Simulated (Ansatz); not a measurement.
# Electron scattering at the Σ5 (210) boundary in fcc Cu

Wanted: what the Σ5 (210) boundary in fcc Cu costs an interconnect.

Calculated with Ansatz 0.2.0; Ansatz plane-wave DFT, PBE, PAW files; relaxation of a bicrystal slab with its lowest layers held; PAW set soft_1, in the first sound run; inputs show where later runs differ.

This is a report of a sequence of runs, with most program output left out.

### Step 1. Set-up

The cell holds 23 atoms: 23 Cu. Its edges and angles: a = 4.427 Å, b = 3.615 Å, c = 29.592 Å, α = 90.0°, β = 90.0°, γ = 65.9°. It derives from Cu. built on the (2 1 0) plane; 2 overlapping atoms removed and the grains opened by 0 Å. Vacuum lies along c.

### Step 2. Relaxing the bicrystal

The boundary is built by mirroring the lower grain in the boundary plane and removing any atoms that overlap. A thin bicrystal slab is relaxed first, with the lowest layers held and the upper grain free to shift and open.

File input.yaml:

```yaml
crystal:
  lattice:
    - [4.4274037203, 0.0, 0.0]
    - [1.4758012401, 3.2999918941, 0.0]
    - [0.0, 0.0, 29.5915814808]
  atoms:
    - { symbol: Cu, position: [1.0e-10, 0.9999999999, 0.1689669747] }
    - { symbol: Cu, position: [0.6000000001, 0.6999999999, 0.1962831771] }
    - { symbol: Cu, position: [0.2000000001, 0.3999999999, 0.2235993796] }
    - { symbol: Cu, position: [0.8000000001, 0.0999999999, 0.250915582] }
    - { symbol: Cu, position: [0.4000000001, 0.7999999999, 0.2782317844] }
    - { symbol: Cu, position: [1.0e-10, 0.5, 0.3055479868] }
    - { symbol: Cu, position: [0.6000000001, 0.2, 0.3328641892] }
    - { symbol: Cu, position: [0.2, 0.9, 0.3601803916] }
    - { symbol: Cu, position: [0.8, 0.6, 0.3874965941] }
    - { symbol: Cu, position: [0.4, 0.3, 0.4148127965] }
    - { symbol: Cu, position: [0.0, 0.0, 0.4421289989] }
    - { symbol: Cu, position: [0.8, 0.6, 0.4967614037] }
    - { symbol: Cu, position: [0.2, 0.9, 0.5240776062] }
    - { symbol: Cu, position: [0.6000000001, 0.2, 0.5513938086] }
    - { symbol: Cu, position: [1.0e-10, 0.5, 0.578710011] }
    - { symbol: Cu, position: [0.4000000001, 0.7999999999, 0.6060262134] }
    - { symbol: Cu, position: [0.8000000001, 0.0999999999, 0.6333424158] }
    - { symbol: Cu, position: [0.2000000001, 0.3999999999, 0.6606586182] }
    - { symbol: Cu, position: [0.6000000001, 0.6999999999, 0.6879748207] }
    - { symbol: Cu, position: [1.0e-10, 0.9999999999, 0.7152910231] }
    - { symbol: Cu, position: [0.4000000002, 0.2999999999, 0.7426072255] }
    - { symbol: Cu, position: [0.8000000002, 0.5999999999, 0.7699234279] }
    - { symbol: Cu, position: [0.2000000002, 0.8999999999, 0.7972396303] }
kpoints:
  mp_grid: { grid: [7, 7, 1] }
hamiltonian:
  xc: pbe
  pseudopotentials: { kind: paw, azcp: { folder: soft_1 } }
scf:
  occupations: { method: fermi_dirac, width: 0.1 }
relax:
  f_tol: 0.03
  max_steps: 80
  constraints: [{ sites: [0, 1, 2, 3] }]
```

Run with:

```sh
> ansatz run input.yaml --threads 4 --pin off --max-ram 15360MiB --backend cpu --events-out ev --progress --plain --runs-dir out
```

The job ended after 9.9 min (4 threads of Intel Xeon Platinum 8488C (Sapphire Rapids), shared host; peak memory 3.2 GiB).

Relaxation path:

```csv
step,energy less that of the first step (eV),largest force component (eV/Å)
1,0.0000,0.5270
2,-0.1652,0.3852
3,-0.3163,0.2000
4,-0.3842,0.0660
5,-0.4011,0.1255
6,-0.4104,0.0417
7,-0.4199,0.0300
8,-0.4279,0.0413
9,-0.4303,0.0795
10,-0.4313,0.0448
11,-0.4315,0.0012
```

Forces are held to the 2 operations that the run works with; a distortion that breaks them can't arise in this run.

The atoms that moved most (Å):

| atom | dx | dy | dz | length |
| --- | --- | --- | --- | --- |
| Cu23 | -0.750 | 0.335 | -0.462 | 0.942 |
| Cu14 | -0.710 | 0.317 | -0.480 | 0.914 |
| Cu12 | -0.647 | 0.289 | -0.575 | 0.912 |
| Cu15 | -0.740 | 0.331 | -0.389 | 0.899 |
| Cu20 | -0.743 | 0.332 | -0.361 | 0.890 |
| Cu19 | -0.735 | 0.329 | -0.355 | 0.880 |
| Cu17 | -0.721 | 0.322 | -0.375 | 0.874 |
| Cu22 | -0.734 | 0.328 | -0.345 | 0.874 |

Final coordinates:

```cif
data_structure
_symmetry_space_group_name_H-M 'P 1'
_symmetry_Int_Tables_number 1
_cell_length_a 4.4274
_cell_length_b 3.6150
_cell_length_c 29.5916
_cell_angle_alpha 90.000
_cell_angle_beta 90.000
_cell_angle_gamma 65.905
_cell_volume 432.34
loop_
_atom_site_label
_atom_site_type_symbol
_atom_site_fract_x
_atom_site_fract_y
_atom_site_fract_z
_atom_site_occupancy
Cu1 Cu 0.00000 0.00000 0.16897 1
Cu2 Cu 0.60000 0.70000 0.19628 1
Cu3 Cu 0.20000 0.40000 0.22360 1
Cu4 Cu 0.80000 0.10000 0.25092 1
Cu5 Cu 0.40194 0.79903 0.27873 1
Cu6 Cu 0.00243 0.49879 0.30633 1
Cu7 Cu 0.60465 0.19768 0.33393 1
Cu8 Cu 0.20858 0.89571 0.36040 1
Cu9 Cu 0.79927 0.60036 0.38908 1
Cu10 Cu 0.40731 0.29635 0.41957 1
Cu11 Cu 0.00991 0.99505 0.43850 1
Cu12 Cu 0.62466 0.68767 0.47735 1
Cu13 Cu 0.01037 0.99481 0.51617 1
Cu14 Cu 0.40764 0.29618 0.53517 1
Cu15 Cu 0.79952 0.60024 0.56556 1
Cu16 Cu 0.20848 0.89576 0.59431 1
Cu17 Cu 0.60455 0.19773 0.62067 1
Cu18 Cu 0.00306 0.49847 0.64847 1
Cu19 Cu 0.40070 0.79965 0.67598 1
Cu20 Cu 0.79866 0.10067 0.70308 1
Cu21 Cu 0.20544 0.39728 0.73244 1
Cu22 Cu 0.60115 0.69943 0.75828 1
Cu23 Cu 0.99671 0.00164 0.78164 1
```

This step gave:

* free energy: -152375.4603 eV
* energy at zero smearing: -152375.3339 eV
* Fermi energy: 8.697 eV

The largest force component on a free atom ends at 0.0012 eV/Å, under the tolerance of 0.03, after 11 steps.

### Step 3. Transmission across the boundary

Bulk layers of each grain are laid under and over the relaxed boundary, and a lead is named in the middle of each, away from the free faces. The mesh across the current, 20×20, is finer than the density's, because channels open and close sharply across the zone. Energies from -0.1 to 0.1 eV in steps of 0.05 eV are too few for the program's thermal sum, so it prints no conductance; for a metal the transmission near the Fermi level serves, at a fraction of the cost.

This step: Ansatz plane-wave DFT, PBE, PAW files; ballistic transport by layer matching (Landauer), zero bias; boundary relaxed in a short slab, bulk layers laid on; PAW set soft_1 (Ansatz 0.2.0).

System of this step: Σ5 (210) boundary in fcc Cu. The cell holds 53 atoms: 53 Cu. Cell: a = 4.427 Å, b = 3.615 Å, c = 50.466 Å, α = 90.0°, β = 90.0°, γ = 65.9°. It derives from Cu. Regions: lower grain, 22 atoms (22 Cu); boundary, 14 atoms (14 Cu); upper grain, 17 atoms (17 Cu). Vacuum lies along c.

File input.yaml:

```yaml
crystal:
  lattice:
    - [4.4274037203, 0.0, 0.0]
    - [1.4758012401, 3.2999918941, 0.0]
    - [0.0, 0.0, 50.4663526938]
  atoms:
    - { symbol: Cu, position: [-17.3999999996, 8.6999999998, 0.0792607309] }
    - { symbol: Cu, position: [-16.7999999996, 8.3999999998, 0.0952779302] }
    - { symbol: Cu, position: [-16.1999999996, 8.0999999998, 0.1112951295] }
    - { symbol: Cu, position: [-15.5999999996, 7.7999999998, 0.1273123288] }
    - { symbol: Cu, position: [-14.9999999996, 7.4999999998, 0.1433295281] }
    - { symbol: Cu, position: [-14.3999999997, 7.1999999998, 0.1593467274] }
    - { symbol: Cu, position: [-13.7999999997, 6.8999999998, 0.1753639268] }
    - { symbol: Cu, position: [-13.1999999997, 6.5999999998, 0.1913811261] }
[... 41 atom lines left out ...]
    - { symbol: Cu, position: [-12.7954513743, 6.3977256871, 0.8726876712] }
    - { symbol: Cu, position: [-13.3954513743, 6.6977256871, 0.8887048705] }
    - { symbol: Cu, position: [-13.9954513743, 6.9977256871, 0.9047220698] }
    - { symbol: Cu, position: [-14.5954513743, 7.2977256871, 0.9207392691] }
kpoints:
  mp_grid: { grid: [8, 8, 1] }
hamiltonian:
  xc: pbe
  pseudopotentials: { kind: paw, azcp: { folder: soft_1 } }
scf:
  occupations: { method: fermi_dirac, width: 0.1 }
output:
  transmission:
    leads: [[12, 13], [43, 44]]
    kmesh: [20, 20]
    e_range: [-0.1, 0.1]
    de: 0.05
  write_potential: true
  write_density: true
  volumetric_format: npy
  elf: true
```

It took 15 min on 4 threads; peak memory 10 GiB; 58 min of CPU time.

This step gave:

```yaml
free_energy: -351131.0671 eV
energy_at_zero_smearing: -351130.7932 eV
fermi_energy: 13.26 eV
cell_area: 14.61 Å²
transmission_per_spin_nearest_the_fermi_level: 1.831
open_channels_per_spin_nearest_the_fermi_level: 2.138
open_channels_per_spin_upper_lead: 2.138
step_of_the_lead_s_potential: 2.2 meV
step_of_the_upper_lead_s_potential: 6.8 meV
```

Per spin. Table of transmission, zone mean by energy, zero at the Fermi level:

| energy (eV) | transmission, zone mean |
| --- | --- |
| -0.1000 | 1.84 |
| -0.0500 | 1.83 |
| 0.0000 | 1.83 |
| 0.0500 | 1.83 |
| 0.1000 | 1.82 |

Per spin. Table of open channels, zone mean, lead = upper lead by energy, zero at the Fermi level:

```csv
energy (eV),"open channels, zone mean, lead = upper lead"
-0.1000,2.14
-0.0500,2.12
0.0000,2.14
0.0500,2.15
0.1000,2.15
```

Transmission over k1 and k2. At 0.0000 eV from the Fermi level.

Ten even steps from '_' (0.90) to '@' (2.85):
```
______##@@@@##__________**@@@@@@@@**____
__..##@@@@@@##..____**####%%%%%%####**__
@@@@@@@@@@@@@@@@@@@@**++==____==++**@@@@
@@@@@@@@@@@@@@@@@@##______________##@@@@
@@@@@@@@@@@@@@##++________________++##@@
%%@@@@@@%%**++++==______________==++++**
++++++++++++++++--____________--++++++++
++++++++++++++==______________==++++++++
====++++++++++--____________--++++++++++
====++++++++==::__________::==++++++++==
==++++++++++--____________--++++++++++==
++++++++++==______________==++++++++++++
++++++++++--____________--++++++++++++++
%%**++++==______________==++++**%%@@@@@@
@@@@##++________________++##@@@@@@@@@@@@
@@@@@@##______________##@@@@@@@@@@@@@@@@
@@@@@@**++==____==++**@@@@@@@@@@@@@@@@@@
____**####%%%%%%####**____..##@@@@@@##..
______**@@@@@@@@**__________##@@@@##____
______..@@@@@@..__________..@@@@@@..____
```
Columns: k1 (b1) from -0.5 to 0.45; rows upwards: k2 (b2) from -0.5 to 0.45.

Open channels over k1 and k2. At 0.0000 eV from the Fermi level.

Ten even steps from '_' (1.00) to '@' (3.00):
```
++++++@@@@@@@@++++++++++@@@@@@@@@@@@++++
++++@@@@@@@@@@++++++@@@@@@@@@@@@@@@@@@++
@@@@@@@@@@@@@@@@@@@@@@++++____++++@@@@@@
@@@@@@@@@@@@@@@@@@@@______________@@@@@@
@@@@@@@@@@@@@@@@++________________++@@@@
@@@@@@@@@@@@++++++______________++++++@@
++++++++++++++++++____________++++++++++
++++++++++++++++++__________++++++++++++
++++++++++++++++____________++++++++++++
++++++++++++++++__________++++++++++++++
++++++++++++++____________++++++++++++++
++++++++++++++__________++++++++++++++++
++++++++++++____________++++++++++++++++
@@@@++++++______________++++++@@@@@@@@@@
@@@@@@++________________++@@@@@@@@@@@@@@
@@@@@@@@______________@@@@@@@@@@@@@@@@@@
@@@@@@@@++++____++++@@@@@@@@@@@@@@@@@@@@
++++@@@@@@@@@@@@@@@@@@++++++@@@@@@@@@@++
++++++@@@@@@@@@@@@++++++++++@@@@@@@@++++
++++++++@@@@@@++++++++++++++@@@@@@++++++
```
Columns: k1 (b1) from -0.5 to 0.45; rows upwards: k2 (b2) from -0.5 to 0.45.

Electrostatic potential energy in the cb plane at fractional x = 0.000, with atoms of Cu within 0.2 Å of it. With pseudopotentials it is smooth inside the atoms' cores, unlike the true potential.

Ten even steps from '0' (-48 eV) to '9' (18 eV), each cell a mean:
```
98779984002799877999999877998400279999999999
99899997546899989999999989999754699999999999
99998999999998999975468999899999999999999999
79987899999987799840027998789999999999999999
79987789999976789830016998778999999999999999
89988899999988899862148998889999999999999999
99999998778999999987789999999877899999999999
98889986214899888999999888998621489999999999
97678983001699877899999767898300169999999999
```
Columns run along c (16.0 Å, from fractional 0.68 to 1.00 of the cell; values clipped at the 3rd and 97th percentile), rows up along b (3.6 Å). Atoms in or near the plane, at fractional coordinates: Cu at (0.74, 0.00), Cu at (0.82, 0.50), Cu at (0.90, 0.00).

ELF in the cb plane at fractional x = 0.000, with atoms of Cu within 0.2 Å of it. It is the smooth field of the valence electrons, not physical close to the nuclei.

Ten even steps from '0' (0.00) to '9' (0.66), each cell a mean:
```
22222322462233222233332222232246222210000000
33223432222233323332233322333222222210000000
33332333223332233322223333233322222210000000
23322223333222223224622332222333332210000000
23222223333222223227932332222333322210000000
23322233333322233322322332223333332210000000
33333332222333333322223333333222222210000000
32223322232233222333333222332223222210000000
22222322793232222233332222232279322210000000
```
Columns run along c (16.0 Å, from fractional 0.68 to 1.00 of the cell), rows up along b (3.6 Å). Atoms in or near the plane, at fractional coordinates: Cu at (0.74, 0.00), Cu at (0.82, 0.50), Cu at (0.90, 0.00).

Valence density in the cb plane at fractional x = 0.000, with atoms of Cu within 0.2 Å of it. It is the smooth field of the valence electrons, not physical close to the nuclei.

Ten steps, logarithmic in the rise over the least value, from '0' (0 e/Å³) to '9' (51 e/Å³), each cell a mean:
```
01110014785100111100000111001478510000000000
00110001332100010000000011000133200000000000
10001000000001100013321000100000000000000000
10011110000011100137851001111000000000000000
10011110000012110149962001111000000000000000
10011100000011100125641001110000000000000000
00000001111000000011110000000111100000000000
01110012563100111000000111001256310000000000
01211014996200111100000121101499620000000000
```
Columns run along c (16.0 Å, from fractional 0.68 to 1.00 of the cell), rows up along b (3.6 Å). Atoms in or near the plane, at fractional coordinates: Cu at (0.74, 0.00), Cu at (0.82, 0.50), Cu at (0.90, 0.00).

Over the solved energies the transmission per spin lies between 1.82 and 1.84, out of 2.14 channels of the lead on average (up to 2.15).

### Step 4. Specific resistance

This step: Ansatz plane-wave DFT, PBE, PAW files; ballistic transport by layer matching (Landauer), zero bias; specific resistance of the boundary; PAW set soft_1 (Ansatz 0.2.0).

Numbers from this step:

```yaml
area_resistance: 0.1477 fΩ m²
t_over_the_leads_mean_channel_count: 0.8566
```

Averaged over the energies near the Fermi level, 85.7 % of the channels pass, which makes 0.148 fΩ m².

By hand, with T and the leads' channels N averaged over the energies near the Fermi level: RA = A (h/2e²)(1/T − ½[1/N₁ + 1/N₂]) = 14.61×10⁻²⁰ m² × 12 906 Ω × (1/1.831 − ½[1/2.138 + 1/2.138]) = 0.148 fΩ m².

### Step 5. Single-crystal slab for reference

The free faces cost energy too. A single-crystal slab with the same faces and held layers is relaxed, so that they cancel.

This step: Ansatz plane-wave DFT, PBE, PAW files; relaxation of a single-crystal slab with its lowest layers held; PAW set soft_1 (Ansatz 0.2.0).

System of this step: Cu slab, plane (2, 1, 0). The cell holds 24 atoms: 24 Cu. Cell: a = 4.427 Å, b = 3.615 Å, c = 29.592 Å, α = 90.0°, β = 90.0°, γ = 65.9°. It derives from Cu. Vacuum lies along c.

File input.yaml:

```yaml
crystal:
  lattice:
    - [4.4274037203, 0.0, 0.0]
    - [1.4758012401, 3.2999918941, 0.0]
    - [0.0, 0.0, 29.5915814808]
  atoms:
    - { symbol: Cu, position: [0.2000000003, 0.8999999998, 0.1689669747] }
    - { symbol: Cu, position: [0.8000000003, 0.5999999998, 0.1962831771] }
    - { symbol: Cu, position: [0.4000000003, 0.2999999998, 0.2235993796] }
    - { symbol: Cu, position: [3.0e-10, 0.9999999998, 0.250915582] }
    - { symbol: Cu, position: [0.6000000003, 0.6999999998, 0.2782317844] }
    - { symbol: Cu, position: [0.2000000003, 0.3999999998, 0.3055479868] }
    - { symbol: Cu, position: [0.8000000002, 0.0999999998, 0.3328641892] }
    - { symbol: Cu, position: [0.4000000002, 0.7999999999, 0.3601803916] }
    - { symbol: Cu, position: [2.0e-10, 0.4999999999, 0.3874965941] }
    - { symbol: Cu, position: [0.6000000002, 0.1999999999, 0.4148127965] }
    - { symbol: Cu, position: [0.2000000002, 0.8999999999, 0.4421289989] }
    - { symbol: Cu, position: [0.8000000002, 0.5999999999, 0.4694452013] }
    - { symbol: Cu, position: [0.4000000002, 0.2999999999, 0.4967614037] }
    - { symbol: Cu, position: [1.0e-10, 0.9999999999, 0.5240776062] }
    - { symbol: Cu, position: [0.6000000001, 0.6999999999, 0.5513938086] }
    - { symbol: Cu, position: [0.2000000001, 0.3999999999, 0.578710011] }
    - { symbol: Cu, position: [0.8000000001, 0.0999999999, 0.6060262134] }
    - { symbol: Cu, position: [0.4000000001, 0.7999999999, 0.6333424158] }
    - { symbol: Cu, position: [1.0e-10, 0.5, 0.6606586182] }
    - { symbol: Cu, position: [0.6000000001, 0.2, 0.6879748207] }
    - { symbol: Cu, position: [0.2, 0.9, 0.7152910231] }
    - { symbol: Cu, position: [0.8, 0.6, 0.7426072255] }
    - { symbol: Cu, position: [0.4, 0.3, 0.7699234279] }
    - { symbol: Cu, position: [0.0, 0.0, 0.7972396303] }
kpoints:
  mp_grid: { grid: [7, 7, 1] }
hamiltonian:
  xc: pbe
  pseudopotentials: { kind: paw, azcp: { folder: soft_1 } }
scf:
  occupations: { method: fermi_dirac, width: 0.1 }
relax:
  f_tol: 0.03
  max_steps: 80
  constraints: [{ sites: [0, 1, 2, 3] }]
```

Run time: 3.3 min. Hardware: 4 threads; peak memory 3.2 GiB.

The steps of the relaxation:

```
step  energy less that of the first step (eV)  largest force component (eV/Å)
   1                                   0.0000                          0.5361
   2                                  -0.0301                          0.3381
   3                                  -0.0506                          0.0571
   4                                  -0.0519                          0.0140
```

The atoms that moved most (Å):

| atom | dx | dy | dz | length |
| --- | --- | --- | --- | --- |
| Cu22 | 0.012 | -0.005 | 0.159 | 0.160 |
| Cu23 | 0.029 | -0.013 | 0.114 | 0.119 |
| Cu21 | 0.039 | -0.017 | 0.100 | 0.109 |
| Cu19 | 0.018 | -0.008 | 0.105 | 0.107 |
| Cu20 | 0.034 | -0.015 | 0.099 | 0.106 |
| Cu18 | 0.015 | -0.007 | 0.096 | 0.097 |
| Cu17 | 0.016 | -0.007 | 0.086 | 0.087 |
| Cu16 | 0.014 | -0.006 | 0.081 | 0.082 |

The relaxed structure:

```cif
data_structure
_symmetry_space_group_name_H-M 'P 1'
_symmetry_Int_Tables_number 1
_cell_length_a 4.4274
_cell_length_b 3.6150
_cell_length_c 29.5916
_cell_angle_alpha 90.000
_cell_angle_beta 90.000
_cell_angle_gamma 65.905
_cell_volume 432.34
loop_
_atom_site_label
_atom_site_type_symbol
_atom_site_fract_x
_atom_site_fract_y
_atom_site_fract_z
_atom_site_occupancy
Cu1 Cu 0.20000 0.90000 0.16897 1
Cu2 Cu 0.80000 0.60000 0.19628 1
Cu3 Cu 0.40000 0.30000 0.22360 1
Cu4 Cu 0.00000 0.00000 0.25092 1
Cu5 Cu 0.60113 0.69943 0.27886 1
Cu6 Cu 0.20274 0.39863 0.30623 1
Cu7 Cu 0.80386 0.09807 0.33356 1
Cu8 Cu 0.40328 0.79836 0.36132 1
Cu9 Cu 0.00318 0.49841 0.38878 1
Cu10 Cu 0.60283 0.19859 0.41618 1
Cu11 Cu 0.20251 0.89874 0.44398 1
Cu12 Cu 0.80255 0.59872 0.47143 1
Cu13 Cu 0.40374 0.29813 0.49880 1
Cu14 Cu 0.00392 0.99804 0.52624 1
Cu15 Cu 0.60384 0.69808 0.55405 1
Cu16 Cu 0.20373 0.39814 0.58144 1
Cu17 Cu 0.80423 0.09788 0.60892 1
Cu18 Cu 0.40395 0.79803 0.63658 1
Cu19 Cu 0.00494 0.49753 0.66420 1
Cu20 Cu 0.60908 0.19546 0.69133 1
Cu21 Cu 0.21052 0.89474 0.71866 1
Cu22 Cu 0.80330 0.59835 0.74799 1
Cu23 Cu 0.40797 0.29601 0.77378 1
Cu24 Cu 0.01299 0.99350 0.79710 1
```

This step gave:

```yaml
free_energy: -159001.5044 eV
energy_at_zero_smearing: -159001.3810 eV
fermi_energy: 9.258 eV
```

The largest force component on a free atom ends at 0.014 eV/Å, under the tolerance of 0.03, after 4 steps.

### Step 6. Bulk reference

The perfect crystal gives the energy per atom, for the atoms by which bicrystal and slab differ.

This step: Ansatz plane-wave DFT, PBE, PAW files; bulk reference; PAW set soft_1 (Ansatz 0.2.0).

System of this step: Cu. The structure is cubic, space group Fm-3m (No. 225). Conventional cell: a = 3.615 Å, b = 3.615 Å, c = 3.615 Å, α = 90.00°, β = 90.00°, γ = 90.00°. Nearest to Cu lie 12 Cu at 2.56 Å.

input.yaml, the sections that differ from step 5:

```yaml
crystal:
  lattice:
    - [0.0, 1.80748, 1.80748]
    - [1.80748, 0.0, 1.80748]
    - [1.80748, 1.80748, 0.0]
  atoms:
    - { symbol: Cu, position: [0.0, 0.0, 0.0] }
kpoints:
  mp_grid: { grid: [21, 21, 21] }
# hamiltonian, scf: as in step 5
# relax: removed
```

The job ended after 0.83 s (4 threads; peak memory 0.36 GiB; 2.5 s of CPU time).

This step gave:

* free energy: -6625.1873 eV
* energy at zero smearing: -6625.1819 eV
* Fermi energy: 16.38 eV

### Step 7. Boundary energy

This step: Ansatz plane-wave DFT, PBE, PAW files; bicrystal less single-crystal slab less bulk atoms, a boundary area; PAW set soft_1 (Ansatz 0.2.0).

This step gave:

| Property | Result |
| --- | --- |
| excess energy of the cell | 0.8652 eV |
| boundary energy | 0.9488 J/m² |

The boundary costs 0.95 J/m².

By hand: 0.865 eV / 14.61 Å² × 16.02 = 0.949 J/m².

### Step 8. Summary of results

```json
{"specific resistance of the boundary": "0.148 fΩ m²", "share of channels that pass": "0.857", "boundary energy": "0.949 J/m²"}
```

**Reading.** The boundary has a specific resistance of 0.15 fΩ m² and an energy of 0.95 J/m². The boundary reflects 14 % of the channels; 0.15 fΩ m² is 1.5×10⁻¹² Ω·cm². That equals the resistance of 8.6 nm of bulk Cu at 300 K (measured 1.725 µΩ cm, CRC Handbook of Chemistry and Physics, 84th ed., 2003, Electrical Resistivity of Pure Metals). In the relaxation the upper grain slid sideways by about 0.8 Å, so the result belongs to the position that it found, not to the starting one. One starting structure was relaxed; another shift or atom count at the boundary may lie lower.

[Logs are printed without paths, hosts, clocks, repeated set-up lines and the standing remarks that a program may print on its own settings, such as how far it seeks lower states.]

[Hosts, paths, dates, database ids (printed as entryN), source tags and the programs' standing remarks are cut or masked in the printed files.]
